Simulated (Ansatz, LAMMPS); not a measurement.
# Liquid W at 5000 K (67 atoms): support functions against a reference

Wanted: errors and times of a linear-scaling basis for liquid W at 5000 K (67 atoms). A setting counts as converged where the r.m.s. difference of forces stays under 1 % of the r.m.s. force.

Method: Kohn-Sham DFT, PBE, PAW (set soft_2), plane waves, in Ansatz 0.2.0.

## Step 1: The structure

The cell holds 67 atoms: 67 W. Its edges and angles: a = 10.721 Å, b = 10.721 Å, c = 10.721 Å, α = 90.0°, β = 90.0°, γ = 90.0°. 67 atoms (67 W) placed at random at 16.9 g/cm³, melted at 5000 K for 10 ps at fixed volume with the EAM W potential (Zhou et al., Acta Mater. 49, 4005 (2001)). Snapshot at the end of a hold of 10 ps at 5000 K and zero pressure.

Limits known from the start: The network of bonds at the start is that of the classical potential that made the cell, and needn't be the one that DFT or experiment would give. The levels lack spin–orbit coupling, which is large for the heavy elements here.

## Step 2: The classical run that made the cell

A classical potential supplies the starting structure, since it reaches far longer times than DFT.

This step: classical MD, EAM W potential (Zhou et al., Acta Mater. 49, 4005 (2001)) (LAMMPS 22 Jul 2025 - Update 4).

Contents of in.lmp:

```
# melt-quench of W67
units metal
atom_style atomic
boundary p p p
region box block 0 10.6639 0 10.6639 0 10.6639
create_box 1 box
mass 1 183.8400   # W
create_atoms 1 random 67 626455 NULL overlap 1.89 maxtry 2000
pair_style eam/alloy
pair_coeff * * W_zhou.eam.alloy W
neigh_modify delay 0 every 1 check yes
thermo_style custom step time temp pe press density
thermo_modify norm yes
timestep 0.002
thermo 100
min_style cg
minimize 1e-4 1e-4 200 2000
reset_timestep 0
velocity all create 5000 626456 mom yes dist gaussian
fix lim all nve/limit 0.05
fix lan all langevin 5000 5000 0.2 626457 zero yes
thermo 500
run 1000 post no
unfix lim
unfix lan
thermo 833
fix md all nvt temp 5000 5000 0.2
run 5000 post no
unfix md
compute msd all msd com yes
thermo 1250
fix md all npt temp 5000 5000 0.2 iso 0 0 2
run 5000 post no
print "== T5000: mean square displacement over the hold $(c_msd[4]:%.2f) A^2"
unfix md
uncompute msd
write_dump all custom T5000.dump id type xs ys zs modify sort id
```

Run with:

```bash
> lmp -in in.lmp -log none -nocite
```

Numbers of over 12 decimals in the logs are rounded to 6 here.

The program printed:

```text
LAMMPS (22 Jul 2025 - Update 4)
Created orthogonal box = (0 0 0) to (10.6639 10.6639 10.6639)
Created 67 atoms
   Step          Time           Temp          PotEng         Press         Density
         0   0              0             -2.9675752      977279.23      16.866139
        43   0.086          0             -8.0025128     -33972.116      16.866139
Loop time of 0.0183381 s on 1 MPI rank(s) for 43 steps with 67 atoms
Minimization stats:
  Stopping criterion = energy tolerance
  Energy initial, next-to-last, final =
     -2.96757520291438  -8.00199720628511  -8.00251283900216
  Force two-norm initial, final = 206.28254 0.92990903
  Iterations, force evaluations = 43 50
   Step          Time           Temp          PotEng         Press         Density
         0   0              5000          -8.0025128      3598.6015      16.866139
       500   1              5132.2915     -7.6028054      47778.951      16.866139
[... 4 lines left out ...]
      1666   3.332          5222.0945     -7.5239102      31739.559      16.866139
      2499   4.998          4688.1819     -7.65355       -16228.842      16.866139
      3332   6.664          4707.4241     -7.5414917      57780.604      16.866139
      4165   8.33           4892.5235     -7.5247862      20823.782      16.866139
      4998   9.996          4518.6114     -7.4103633      46732.585      16.866139
      5831   11.662         5108.5077     -7.6393584      17645.197      16.866139
[... 1 line left out ...]
Loop time of 1.54083 s on 1 MPI rank(s) for 5000 steps with 67 atoms
   Step          Time           Temp          PotEng         Press         Density
[... 2 lines left out ...]
      7500   15             5290.2217     -7.4374277      32002.931      16.552131
      8750   17.5           4071.9842     -7.4955829     -43210.291      16.233036
     10000   20             5225.2767     -7.4897        -23027.387      16.432564
     11000   22             4717.5433     -7.6082224      5910.1506      16.598523
Loop time of 1.62237 s on 1 MPI rank(s) for 5000 steps with 67 atoms
== T5000: mean square displacement over the hold 18.03 A^2
```

Run time: 3.7 s. Hardware: 1 thread of Intel Xeon Platinum 8259CL at 2.50GHz (Skylake/Cascade Lake), shared host; peak memory 0.069 GiB.

## Step 3: Plane-wave single point

This run is the reference for what follows, at a cutoff of 420 eV.

Contents of input.yaml:

```yaml
crystal:
  lattice:
    - [10.72091, 0.0, 0.0]
    - [0.0, 10.72091, 0.0]
    - [0.0, 0.0, 10.72091]
  atoms:
    - { symbol: W, position: [0.87736, 0.71324, 0.87212] }
    - { symbol: W, position: [0.922, 0.71381, 0.59416] }
    - { symbol: W, position: [0.0926, 0.70755, 0.75879] }
    - { symbol: W, position: [0.55939, 0.8036, 0.48394] }
    - { symbol: W, position: [0.68075, 0.69794, 0.26844] }
    - { symbol: W, position: [0.02601, 0.6649, 0.0471] }
    - { symbol: W, position: [0.08499, 0.88597, 0.49587] }
    - { symbol: W, position: [0.77198, 0.26399, 0.52985] }
    - { symbol: W, position: [0.766, 0.57092, 0.06836] }
    - { symbol: W, position: [0.43532, 0.61259, 0.40109] }
    - { symbol: W, position: [0.58141, 0.25919, 0.976] }
    - { symbol: W, position: [0.23635, 0.8593, 0.70081] }
    - { symbol: W, position: [0.5741, 0.22545, 0.69459] }
    - { symbol: W, position: [0.72247, 0.83348, 0.03249] }
    - { symbol: W, position: [0.4328, 0.23692, 0.16339] }
    - { symbol: W, position: [0.91875, 0.45217, 0.67113] }
    - { symbol: W, position: [0.65439, 0.98372, 0.33511] }
    - { symbol: W, position: [0.93743, 0.06252, 0.47876] }
    - { symbol: W, position: [0.24089, 0.7972, 0.30655] }
    - { symbol: W, position: [0.2851, 0.62909, 0.94008] }
    - { symbol: W, position: [0.86506, 0.33308, 0.93079] }
    - { symbol: W, position: [0.67307, 0.59579, 0.57568] }
    - { symbol: W, position: [0.87927, 0.9191, 0.7307] }
    - { symbol: W, position: [0.41918, 0.63659, 0.67859] }
    - { symbol: W, position: [0.30803, 0.40855, 0.43371] }
    - { symbol: W, position: [0.83793, 0.17586, 0.73525] }
    - { symbol: W, position: [0.69113, 0.14854, 0.18873] }
    - { symbol: W, position: [0.53539, 0.42908, 0.54735] }
    - { symbol: W, position: [0.66655, 0.79837, 0.74814] }
    - { symbol: W, position: [0.59663, 0.05722, 0.81932] }
    - { symbol: W, position: [0.89738, 0.26636, 0.29215] }
    - { symbol: W, position: [0.09586, 0.01266, 0.26211] }
    - { symbol: W, position: [0.32291, 0.26992, 0.61226] }
    - { symbol: W, position: [0.22005, 0.42233, 0.06142] }
    - { symbol: W, position: [0.55095, 0.66533, 0.90568] }
    - { symbol: W, position: [0.65558, 0.4009, 0.28468] }
    - { symbol: W, position: [0.68621, 0.45397, 0.78645] }
    - { symbol: W, position: [0.96869, 0.70705, 0.33738] }
    - { symbol: W, position: [0.22863, 0.49746, 0.65215] }
    - { symbol: W, position: [0.78828, 0.0692, 0.98112] }
    - { symbol: W, position: [0.35782, 0.1176, 0.83136] }
    - { symbol: W, position: [0.12656, 0.08906, 0.69583] }
    - { symbol: W, position: [0.46932, 0.57759, 0.15262] }
    - { symbol: W, position: [0.00692, 0.21389, 0.06403] }
    - { symbol: W, position: [0.12292, 0.27553, 0.82531] }
    - { symbol: W, position: [0.22911, 0.13086, 0.46539] }
    - { symbol: W, position: [0.44256, 0.99554, 0.60327] }
    - { symbol: W, position: [0.42971, 0.39049, 0.81287] }
    - { symbol: W, position: [0.809, 0.50274, 0.42604] }
    - { symbol: W, position: [0.97416, 0.45866, 0.15996] }
    - { symbol: W, position: [0.80221, 0.85685, 0.47946] }
    - { symbol: W, position: [0.53645, 0.21679, 0.42418] }
    - { symbol: W, position: [0.16451, 0.28345, 0.27144] }
    - { symbol: W, position: [0.35418, 0.046, 0.25695] }
    - { symbol: W, position: [0.21797, 0.1129, 0.0753] }
    - { symbol: W, position: [0.03624, 0.48417, 0.89067] }
    - { symbol: W, position: [0.17421, 0.68961, 0.52671] }
    - { symbol: W, position: [0.45727, 0.82222, 0.15184] }
    - { symbol: W, position: [0.69318, 0.03802, 0.59976] }
    - { symbol: W, position: [0.06524, 0.48527, 0.40531] }
    - { symbol: W, position: [0.9894, 0.9009, 0.00442] }
    - { symbol: W, position: [0.85197, 0.91843, 0.21914] }
    - { symbol: W, position: [0.21617, 0.5737, 0.20608] }
    - { symbol: W, position: [0.47333, 0.04855, 0.05061] }
    - { symbol: W, position: [0.23768, 0.84697, 0.08153] }
    - { symbol: W, position: [0.40448, 0.87683, 0.88154] }
    - { symbol: W, position: [0.0622, 0.28347, 0.54217] }
kpoints:
  mp_grid: { grid: [2, 2, 2] }
hamiltonian:
  xc: pbe
scf:
  occupations: { method: cold, width: 0.15 }
output:
  forces: true
  stress: true
  populations: true
  dos:
    method: { smearing: { sigma: 0.08 } }
    de: 0.1
    projected: { site_lists: { W: [W] } }
  eigenvalues: true
  write_density: true
  write_potential: true
  volumetric_format: npy
  elf: true
```

Run with:

```bash
> ansatz run input.yaml --threads 8 --pin off --max-ram 15872MiB --backend cpu --events-out ev --progress --plain --runs-dir out
```

The program printed:

```text
Engine: ansatz 0.2.0, x86_64-unknown-linux-gnu
Pseudopotentials: kind: paw
Pseudopotential: W, paw, valence charge 14, recommended cutoff 420 eV (normal), W.paw.azcp
[... 5 lines on functional and potentials left out ...]
Crystal: 67 atoms, lattice volume = 1232.239 Å³
Basis set: ecut = 420 eV, 23871 PW (Γ), exchange–correlation on 144×144×144 points (8 copies of the dense FFT grid, shifted against one another)
Bands: 563, of which v1, the nominal top of the filled ones, is band 469 counted from 1 (468 counted from 0)
Symmetry: 1 space group operations
Space group: P1 (ITA 1), of the structure as read, at distance tolerance 1.1e-4 Å
k-points: 8
[... 3 lines on functional and potentials left out ...]
Initial density: superposition of atomic densities (neutral atoms: chi_scale 0, normalization atom), corrected by the library's trained network
Initial wavefunctions: pseudopotential atomic-orbital guess
Functional: x = pbe(κ = 0.804, μ = 0.219515), c = pbe(β = 0.066725)
SCF iter   1: F=—  HF=-695714.912916 eV  |F-HF|=—  |Δ(HF+E_count)|=         —  Δρ=8.56e-3  dr2=2.16e0  ethr=1.77e-3  ⟨swp⟩=4.0  Hψ=16552  notcnv=0
preconditioner: auto → Kerker (q_TF=auto, 2.607 Å⁻¹)  [metal: Δε(μ)=0.005 eV  Ē_g=4.288 eV  σ=0.150 eV  W_gap=0.02  n_scr=364 (ndim 8)  ℏωp=21.2 eV  f_vac=0.000  D(μ)=62.30/eV (n_scr^D=586)]
SCF iter   2: F=—  HF=-695714.777924 eV  |F-HF|=—  |Δ(HF+E_count)|=   1.35e-1  S|Δr|=    0.00e0  Δρ=4.73e-3  dr2=6.34e-1  ethr=2.30e-4  ⟨swp⟩=1.0  Hψ=5184  notcnv=0
SCF iter   3: F=—  HF=-695714.727305 eV  |F-HF|=—  |Δ(HF+E_count)|=   5.06e-2  S|Δr|=    0.00e0  Δρ=6.29e-4  dr2=6.90e-3  ethr=6.76e-5  ⟨swp⟩=2.0  Hψ=4670  notcnv=0
SCF iter   4: F=—  HF=-695714.726606 eV  |F-HF|=—  |Δ(HF+E_count)|=   6.99e-4  S|Δr|=    0.00e0  Δρ=1.41e-4  dr2=4.52e-4  ethr=7.35e-7  ⟨swp⟩=2.0  Hψ=5652  notcnv=0
SCF iter   5: F=—  HF=-695714.726549 eV  |F-HF|=—  |Δ(HF+E_count)|=   5.74e-5  S|Δr|=    0.00e0  Δρ=4.30e-5  dr2=3.92e-5  ethr=4.82e-8  ⟨swp⟩=2.0  Hψ=5051  notcnv=0
SCF iter   6: F=—  HF=-695714.728799 eV  |F-HF|=—  |Δ(HF+E_count)|=   2.25e-3  S|Δr|=    0.00e0  Δρ=1.15e-5  dr2=2.74e-6  ethr=4.18e-9  ⟨swp⟩=2.0  Hψ=6027  notcnv=0
SCF iter   7: F=—  HF=-695714.728799 eV  |F-HF|=—  |Δ(HF+E_count)|=   1.44e-7  S|Δr|=    0.00e0  Δρ=2.96e-6  dr2=1.81e-7  ethr=2.92e-10  ⟨swp⟩=2.0  Hψ=5662  notcnv=0
SCF iter   8: F=-695714.728799 eV  HF=-695714.728799 eV  |F-HF|=5.24e-9  |Δ(HF+E_count)|=   1.11e-8  S|Δr|=    0.00e0  Δρ=7.63e-7  dr2=1.27e-8  ethr=1.07e-11  ⟨swp⟩=15.2  Hψ=30451  notcnv=0
SCF 1 converged in 8 iterations: F = -695714.728799 eV  dr2 = 1.27e-8
  greatest PAW one-centre occupation: 1.000 electrons in one spin orbital (limit 2), on the W atom at site 4 (counted from 0), in its partial waves of l = 0
SCF converged after 8 iterations
Stability not checked: this state was not tested for a lower state beside it, because cold or Methfessel-Paxton smearing, or corrected tetrahedra, fill the levels in a way that the test cannot read (fill_not_monotonic; see scf.lower_state_search)
Free energy (F): -695714.728799 eV
Harris-Foulkes:  -695714.728799 eV  (|F-HF|=5.24e-9)
Internal energy: -695714.728948 eV  (E = F + TS)
E sigma→0 (E₀):  -695714.728849 eV
Entropy (-TS):   0.000149 eV (0.002 meV/atom)
Fermi energy:    18.780937 eV
Step filling:    the computed levels leave a gap of 0.0033 eV = 0.0 smearing widths at the electron count; against every level under it full and every level over it empty, smearing changes F+E_penalty+E_count by -13.696 meV and its σ→0 estimate by -13.746 meV
--- Per-component energies (eV) ---
  E_band       = -8667.552469
  E_kinetic    = 30013.857242
  E_local      = -54216.872763  (includes V_loc(G=0)·N_el)
  E_nonlocal   = 118.508712
  E_hartree    = 19840.922422
  E_xc         = -17795.796895
  E_vxc        = -15882.618705  (∫ρ·V_xc dr)
  E_paw        = -573698.058871  (= ΣΔE_a)
  E_vpaw       = -8382.264404  (= ΣTr[D̂ρ^β])
  E_aug_tail   = -0.003983  (compensation charges beyond the density's cutoff)
  E_ewald      = -99977.284812
  E_smearing   = 0.000149  (= −TS)
  E_closure    = 0.000000  (closes the sum)
  Σ components = -695714.728799   (vs F -695714.728799, Δ=0.00e0)
--- Forces (eV/Å), atoms counted from 1 ---
  atom   1  W     -3.17162509    -1.06424413     0.38966121
  atom   2  W      0.01657794    -3.84629669     0.97816356
  atom   3  W     -1.24861583    -2.26611598     2.68023534
  atom   4  W     -1.26571905     1.00637567    -0.42239676
  atom   5  W     -0.09940419    -0.21257354     0.19907614
  atom   6  W      1.37622261     1.29619772     1.37952463
  atom   7  W     -1.47601269     2.43233729     0.42241574
  atom   8  W     -0.25182883     1.73563994    -2.41889420
  atom   9  W     -0.84957798    -0.49506468     0.06070970
  atom  10  W      0.42452387     0.69450438    -0.06011390
  atom  11  W      1.68960648     2.00494302    -1.67724686
  atom  12  W      3.93388214     3.44012494    -0.51541787
  atom  13  W     -2.10266881     5.00635374    -1.78663384
  atom  14  W     -0.98439616    -0.35415546    -0.02719256
[...]
atom  66  W      1.49170895    -1.69642060    -0.80320101
  atom  67  W     -1.04932061     0.57968870     0.96762244
  max |Σ_I F_I| component: 1.59e-5 eV/Å
--- Stress (GPa, compression-positive) ---
       -7.575640      -0.084376       1.187385
       -0.084376      -0.487915      -1.183782
        1.187385      -1.183782      -4.768482
  P = ⅓ Tr σ = -4.2773 GPa (-42.773 kbar)
--- Band table (eV; the first three rows and the last of 8) ---
  k-point 0: bands = ["-55.3067", "-55.2250", "-55.2162", "-55.2052", [... 547 levels ...], "21.3799", "21.3855", "21.4339", "21.4725", "21.5050", "21.5366", "21.5450", "21.5753", "21.5991", "21.6218", "21.6462", "21.6826"]
[...]
--- Löwdin populations: 67 sites ---
  site symbol       q [e]
     0      W     13.9095
     1      W     13.8784
     2      W     13.9213
[...]
66      W     13.8523
  spilling = 0.008386 (of n_electrons = 938.000000)
```

It took 2.2 min on 8 threads of Intel Xeon Platinum 8259CL at 2.50GHz (Skylake/Cascade Lake), shared host; peak memory 12 GiB; 16 min of CPU time.

The program notes that it cut back its work space to fit the memory limit.

Numbers from this run:

```
free energy                             : -695714.7288 eV
free energy per atom                    : -10383.8019 eV/atom
SCF cycles                              : 8
pressure                                : -4.277 GPa
r.m.s. force component                  : 1.723 eV/Å
longest force                           : 7.342 eV/Å
Fermi energy                            : 18.78 eV
levels partly filled by over 2 per cent : 77
spilling of the projection              : 0.008386
```

The r.m.s. force component of 1.7 eV/Å sets the scale for the differences below.

## Step 4: Support functions low

The cell is solved in localised support functions. The level low gives here a grid of 48×48×48 points and a radius of 3.97 Å.

This step: Kohn-Sham DFT, PBE, PAW (set soft_2), localised support functions (low) (Ansatz 0.2.0).

input.yaml, the sections that differ from step 3:

```yaml
scf:
  occupations: { method: cold, width: 0.15 }
  eigensolver: { kind: { support_functions: { accuracy: low } } }
  max_iter: 150
output:
  forces: true
  eigenvalues: true
# crystal, kpoints, hamiltonian: as in step 3
```

The program printed:

```text
Warning: scf.eigensolver.kind.support_functions: disabling space-group detection — the functions' gradient is summed over unrotated k-points, so no spatial operation reduces the k-mesh or symmetrises the density; time reversal is kept, so that k and −k are solved as one point where they differ and the mesh holds both, and exact exchange and, on two spinor components, a DFT+U term hold to it where the run has them: [...]
settings of this run that can trade accuracy for cost: scf.eigensolver.kind.support_functions; scf.eigensolver.kind.support_functions.accuracy: low [...]
[...]
Crystal: 67 atoms, lattice volume = 1232.239 Å³
Basis set: ecut = 420 eV, 23871 PW (Γ), exchange–correlation on 144×144×144 points (8 copies of the dense FFT grid, shifted against one another)
Bands: 563, of which v1, the nominal top of the filled ones, is band 469 counted from 1 (468 counted from 0)
Symmetry: 1 space group operations
k-points: 8
[...]
Eigensolver: Support functions (low, 48×48×48 points, laid for a spacing of at most 0.237286 Å, radius 3.970033 Å, 0 species' potentials softened for the grid, 0 wholly corrected for its errors in the mean over positions, 1 with the egg-box correction, energy correction by stochastic trace)
[...]
SCF iter   1: F=—  HF=-695687.576968 eV  |F-HF|=—  |Δ(HF+E_count)|=         —  Δρ=5.59e-2  dr2=9.76e1  ethr=1.00e-1
[...]
SCF iter   9: F=—  HF=-695714.663830 eV  |F-HF|=—  |Δ(HF+E_count)|=   8.89e-3  S|Δr|=    0.00e0  Δρ=1.47e-5  dr2=5.41e-6  ethr=3.06e-9  κ⁻¹=2.6e-8(r=7)
SCF iter  10: F=-695714.670770 eV  HF=-695714.670770 eV  |F-HF|=3.30e-7  |Δ(HF+E_count)|=   6.94e-3  S|Δr|=    0.00e0  Δρ=5.53e-6  dr2=6.43e-7  ethr=5.77e-10
SCF 1 converged in 10 iterations: F = -695714.766763 eV  dr2 = 6.43e-7
[...]
SCF converged after 10 iterations
[...]
Free energy (F): -695714.766763 eV
[...]
Internal energy: -695714.767467 eV  (E = F + TS)
E sigma→0 (E₀):  -695714.766998 eV
Entropy (-TS):   0.000704 eV (0.011 meV/atom)
Fermi energy:    18.781979 eV
[...]
Σ components = -695714.766763   (vs F -695714.766763, Δ=0.00e0)
--- Forces (eV/Å), atoms counted from 1 ---
  atom   1  W     -3.17000580    -1.06327636     0.39168674
  atom   2  W      0.01784629    -3.84421195     0.97899272
  atom   3  W     -1.25138444    -2.26814100     2.67858442
  atom   4  W     -1.26284778     1.00676161    -0.42174313
[...]
atom  67  W     -1.04708641     0.57641813     0.96596522
  max |Σ_I F_I| component: 4.60e-3 eV/Å
--- Band table (eV; the first three rows and the last of 8) ---
[...]
```

Run time: 1.9 min. Hardware: 8 threads; peak memory 3.4 GiB.

The program notes that the band table was not solved further than the SCF left it and it switched symmetry off.

Keys that differ from the reference: support_functions.accuracy = "low" and scf.max_iter = 150.

Forces differ from the reference by 1.5 meV/Å r.m.s., 0.089 % of their size, well within a tolerance of 1 %; the energy by -0.57 meV/atom.

(Continued in part 2 of 2.)

[Logs are printed without paths, hosts, clocks, repeated set-up lines and the standing remarks that a program may print on its own settings, such as how far it seeks lower states.]

[Hosts, paths, dates, database ids (printed as entryN), source tags and the programs' standing remarks are cut or masked in the printed files.]
